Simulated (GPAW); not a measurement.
# Work function of 1T-PbBrI monolayer at several levels, part 3 of 3

How far do functional and basis move the work function of 1T-PbBrI monolayer? Where a layer proves gapped, the work function hangs on where the smearing puts the Fermi level, and the band edges take its place.

GPAW 26.7.0; GPAW, PAW setups; layer in a repeated cell with vacuum, relaxation of atoms and in-plane cell (the session's first sound run).

So far, upper work function (eV): step 3 (the slab's potential, PBE, GPAW) 5.16; step 5 (RPBE) 5.00; step 6 (revPBE) 5.00; step 7 (GPAW, PAW setups) 5.29; step 8 (LDA) 5.56.

## 9. Real-space grid: mode = "fd"

Level of this step: GPAW, PAW setups; slab in vacuum (GPAW).

A real-space grid is a second complete basis, so it checks the plane-wave result.

Contents of run.py:

```python
import json
import numpy as np
from ase import Atoms
from gpaw import GPAW

slab = Atoms(
    ['I', 'Pb', 'Br'],
    positions=[
        [2.28556, 1.31957, 7.00000],
        [-0.00000, 0.00000, 8.92237],
        [-0.00000, 2.63914, 10.51957]],
    cell=[[4.57112, -0.0, 0.0], [-2.28556, 3.95871, 0.0], [0.0, 0.0, 17.5196]],
    pbc=[True, True, False])

slab.calc = GPAW(mode='fd', h=0.18, xc='PBE', kpts={'size': (9, 9, 1), 'gamma': True},
                 occupations={'name': 'fermi-dirac', 'width': 0.05}, nbands='200%',
                 convergence={'density': 1e-05}, maxiter=200,
                 poissonsolver={'dipolelayer': 'xy'},
                 symmetry={'tolerance': 1e-3}, txt='slab.txt')
result = {}
energy = slab.get_potential_energy()
fermi = slab.calc.get_fermi_level()
v = slab.calc.get_electrostatic_potential().mean((0, 1)) - fermi
n = slab.calc.get_pseudo_density().mean((0, 1))
L = slab.cell[2, 2]
z = np.arange(len(v)) * L / len(v)
low, high = slab.positions[:, 2].min(), slab.positions[:, 2].max()
below, above = np.interp([low - 4.8, high + 4.8], z, v)
slopes = [np.interp(x, z, np.gradient(v, z)) for x in (low - 4.8, high + 4.8)]
eps = np.array([[slab.calc.get_eigenvalues(k, s) for k in range(len(slab.calc.get_ibz_k_points()))]
                for s in range(slab.calc.get_number_of_spins())]) - fermi
top, bottom = eps[eps < 0].max(), eps[eps > 0].min()
dipole = slab.get_dipole_moment()[2]
print(f'energy {energy:.4f} eV, Fermi level {fermi:.4f} eV, dipole {dipole:.5f} e A')
print(f'potential 4.8 A off the faces, from the Fermi level: lower {below:.4f} eV, upper {above:.4f} eV')
print(f'slope of the potential there: lower {slopes[0]:.5f}, upper {slopes[1]:.5f} eV/A')
print(f'nearest levels on the mesh: {top:.4f} and {bottom:.4f} eV')
print('magnetic moment', round(slab.get_magnetic_moment(), 3))
result.update(energy=energy, fermi=fermi, dipole=dipole, below=below, above=above, slopes=slopes, edges=[top, bottom],
              z=z.tolist(), v=v.tolist(), n=n.tolist(), positions=slab.positions.tolist(),
              forces=slab.get_forces(apply_constraint=False).tolist(), moments=slab.get_magnetic_moments().tolist())
json.dump(result, open('result.json', 'w'))
```

Started as:

```
OMP_NUM_THREADS=1 OPENBLAS_NUM_THREADS=1 python run.py
```

Log:

```text
energy -9.3665 eV, Fermi level -5.0631 eV, dipole -0.02245 e A
potential 4.8 A off the faces, from the Fermi level: lower 4.9510 eV, upper 5.1753 eV
slope of the potential there: lower -0.00008, upper 0.00003 eV/A
nearest levels on the mesh: -1.6913 and 1.0006 eV
magnetic moment 0.0
```

It took 1.8 min on 1 thread of Arm Neoverse V1, shared host; peak memory 0.52 GiB.

This step gave:

```
dipole along the normal                    : -0.02245 e·Å
levels nearest the Fermi level on the mesh : -1.691, 1.001 eV from the Fermi level
upper work function                        : 5.175 eV
lower work function                        : 4.951 eV
upper ionisation energy                    : 6.867 eV
```

Table of electrostatic potential energy of an electron (without an applied field's), less the Fermi level, planar mean by z:

z (Å), electrostatic potential energy of an electron (without an applied field's), less the Fermi level, planar mean (eV) and a bar from the least value:
```
      0.0        5.1 ##############################
      0.5        5.0 ##############################
      1.0        5.0 ##############################
      1.5        5.0 ##############################
      2.0        5.0 ##############################
      2.5        5.0 ##############################
      3.0        5.0 ##############################
      3.5        4.9 ##############################
      4.0        4.9 ##############################
      4.5        4.9 ##############################
      5.0        4.8 #############################
      5.5        4.4 #############################
      6.0        2.7 #########################
      6.5       -3.6 ##############
      7.0      -11.3 
      7.5       -4.8 ############
      8.0       -1.2 ##################
      8.5       -6.6 #########
      9.0      -11.4 
      9.5       -4.3 #############
     10.0       -3.1 ###############
     10.5       -7.5 #######
     11.0       -1.2 ###################
     11.5        3.7 ###########################
     12.0        4.9 #############################
     12.5        5.1 ##############################
     13.0        5.2 ##############################
     13.5        5.2 ##############################
     14.0        5.2 ##############################
     14.5        5.2 ##############################
     15.0        5.2 ##############################
     15.5        5.2 ##############################
     16.0        5.2 ##############################
     16.5        5.2 ##############################
     17.0        5.2 ##############################
```

The highest filled level lies 1.69 eV under the Fermi level, so the ionisation energy from the upper face is 5.175 + 1.69 = 6.867 eV, against 6.868 eV in the base run.

## 10. Atomic orbitals: mode = "lcao"

Atom-centred orbitals end a few angstrom from the surface, which tests how much the density's tail matters.

run.py, as its differences from that of step 9:

```diff
@@ -14,4 +14,4 @@
 
-slab.calc = GPAW(mode='fd', h=0.18, xc='PBE', kpts={'size': (9, 9, 1), 'gamma': True},
-                 occupations={'name': 'fermi-dirac', 'width': 0.05}, nbands='200%',
+slab.calc = GPAW(mode='lcao', basis='dzp', h=0.18, xc='PBE', kpts={'size': (9, 9, 1), 'gamma': True},
+                 occupations={'name': 'fermi-dirac', 'width': 0.05}, nbands='120%',
                  convergence={'density': 1e-05}, maxiter=200,
```

Log:

```text
energy -8.3106 eV, Fermi level -4.7261 eV, dipole -0.01839 e A
potential 4.8 A off the faces, from the Fermi level: lower 4.6343 eV, upper 4.8180 eV
slope of the potential there: lower 0.00000, upper 0.00000 eV/A
nearest levels on the mesh: -1.7827 and 0.9578 eV
magnetic moment 0.0
```

It took 16 s on 1 thread; peak memory 0.27 GiB.

Numbers from this step:

```
dipole along the normal                    : -0.01839 e·Å
levels nearest the Fermi level on the mesh : -1.783, 0.9578 eV from the Fermi level
upper work function                        : 4.818 eV
lower work function                        : 4.634 eV
upper ionisation energy                    : 6.601 eV
```

Electrostatic potential energy of an electron (without an applied field's), less the Fermi level, planar mean against z:

```csv
z (Å),"electrostatic potential energy of an electron (without an applied field's), less the Fermi level, planar mean (eV)"
0,4.73
1,4.63
2,4.63
3,4.63
4,4.63
5,4.58
6,2.53
7,-11.4
8,-1.50
9,-11.6
10,-3.32
11,-1.30
12,4.62
13,4.82
14,4.82
15,4.82
16,4.82
17,4.82
```

The highest filled level lies 1.78 eV under the Fermi level, so the ionisation energy from the upper face is 4.818 + 1.78 = 6.601 eV, against 6.868 eV in the base run.

## 11. The ladder

Times are for 1 thread of Arm Neoverse V1, shared host. The runs compared:

```csv
no.,run,upper ionisation energy (eV),time,memory (GiB)
1,pw,6.868,41 s,0.24
2,vdW DF2,7.178,54 s,0.48
3,RPBE,6.792,43 s,0.24
4,revPBE,6.786,42 s,0.25
5,optPBE vdW,7.057,55 s,0.48
6,LDA,7.102,39 s,0.23
7,fd,6.867,1.8 min,0.52
8,lcao,6.601,16 s,0.27
```

## 12. Side by side

Results and costs are gathered.

This step: comparison of work functions, dipole and cost (GPAW 26.7.0).

Ladder, by row:

```csv
step,code,"work function, upper (eV)","work function, lower (eV)",dipole (e Å),wall time (s),peak memory (GiB),threads
pw,GPAW,5.162,4.937,-0.02231,40.61,0.24,1
vdW-DF2,GPAW,5.53,5.311,-0.02171,54.28,0.48,1
RPBE,GPAW,4.998,4.784,-0.02129,42.7,0.24,1
revPBE,GPAW,5.004,4.788,-0.02138,42.29,0.25,1
optPBE-vdW,GPAW,5.29,5.074,-0.02148,54.73,0.48,1
LDA,GPAW,5.556,5.314,-0.02407,39.26,0.23,1
fd,GPAW,5.175,4.951,-0.02245,107.4,0.52,1
lcao,GPAW,4.818,4.634,-0.01839,16.45,0.27,1
```

## 13. A changed run

One more run, with changed settings.

This step: GPAW, PAW setups; slab in vacuum (GPAW 26.7.0).

run.py, as its differences from that of step 10:

```diff
@@ -3,3 +3,3 @@
 from ase import Atoms
-from gpaw import GPAW
+from gpaw import GPAW, PW
 
@@ -14,5 +14,5 @@
 
-slab.calc = GPAW(mode='lcao', basis='dzp', h=0.18, xc='PBE', kpts={'size': (9, 9, 1), 'gamma': True},
-                 occupations={'name': 'fermi-dirac', 'width': 0.05}, nbands='120%',
-                 convergence={'density': 1e-05}, maxiter=200,
+slab.calc = GPAW(mode=PW(100), xc='PBE', kpts={'size': (9, 9, 1), 'gamma': True},
+                 occupations={'name': 'fermi-dirac', 'width': 0.05}, nbands='200%',
+                 convergence={'density': 1e-05}, maxiter=50,
                  poissonsolver={'dipolelayer': 'xy'},
```

Log:

```text
energy 84.9803 eV, Fermi level -3.3495 eV, dipole -0.06237 e A
potential 4.8 A off the faces, from the Fermi level: lower 6.5877 eV, upper 7.2308 eV
slope of the potential there: lower -0.08974, upper 0.09487 eV/A
nearest levels on the mesh: -1.1019 and 1.0329 eV
magnetic moment 0.0
```

It took 7.9 s on 1 thread; peak memory 0.13 GiB.

The run finished. A setting was moved off its sound value on purpose, so it serves as a test and not as the result.

The fault put into the input: a cutoff far too low (ecut = 100).

Side by side:

| quantity | this run | sound run | difference |
| --- | --- | --- | --- |
| dipole along the normal (e·Å) | -0.062365 | -0.022310 | -0.0401 |

The two runs differ clearly in the dipole along the normal: -0.0624 e·Å against -0.0223 e·Å.

## 14. What came out

| Property | Result |
| --- | --- |
| work function, upper and lower face (Fermi level placed in the gap by the smearing) | 5.162 and 4.937 eV |
| ionisation energy from the upper face (highest filled level on the mesh) | 6.87 eV |
| electron affinity from the upper face (lowest empty Kohn-Sham level on the mesh) | 4.18 eV |
| dipole along the normal | -0.0223 e Å |

With plane waves and PBE the ionisation energy from the upper face is 6.87 eV and the Kohn-Sham electron affinity 4.18 eV. The two faces differ by 0.22 eV, the step that the slab's dipole makes (e p/(ε0 A) gives 0.22 eV), so the dipole layer is needed. The levels nearest the Fermi level on the mesh lie 2.69 eV apart, so the slab is gapped there: the smearing puts the Fermi level inside the gap, and from either face the ionisation energy is the work function plus 1.7 eV. Both are Kohn-Sham levels on the mesh, and semilocal gaps are too small, so the affinity tends to come out too large and the ionisation energy too small. Work functions of a gapped slab move with the place of the Fermi level in the gap; over the runs without a planted fault the highest filled level on the mesh lies 6.60 (lcao) to 7.18 eV (vdW-DF2) under the upper vacuum level. The starting lattice was a guess from atomic radii; the relaxation moved it by 10 %. With elements this heavy, spin-orbit coupling can move band edges by tenths of an eV. The relaxation of atoms and cell ran in a fully periodic cell without the dipole layer, so the atoms of this polar layer felt a small spurious field. The layer's cell and atoms come from the relaxation; spin-orbit coupling and temperature are left out.

[Logs are printed without paths, hosts, clocks, repeated set-up lines and the standing remarks that a program may print on its own settings, such as how far it seeks lower states.]

[Hosts, paths, dates, database ids (printed as entryN), source tags and the programs' standing remarks are cut or masked in the printed files.]
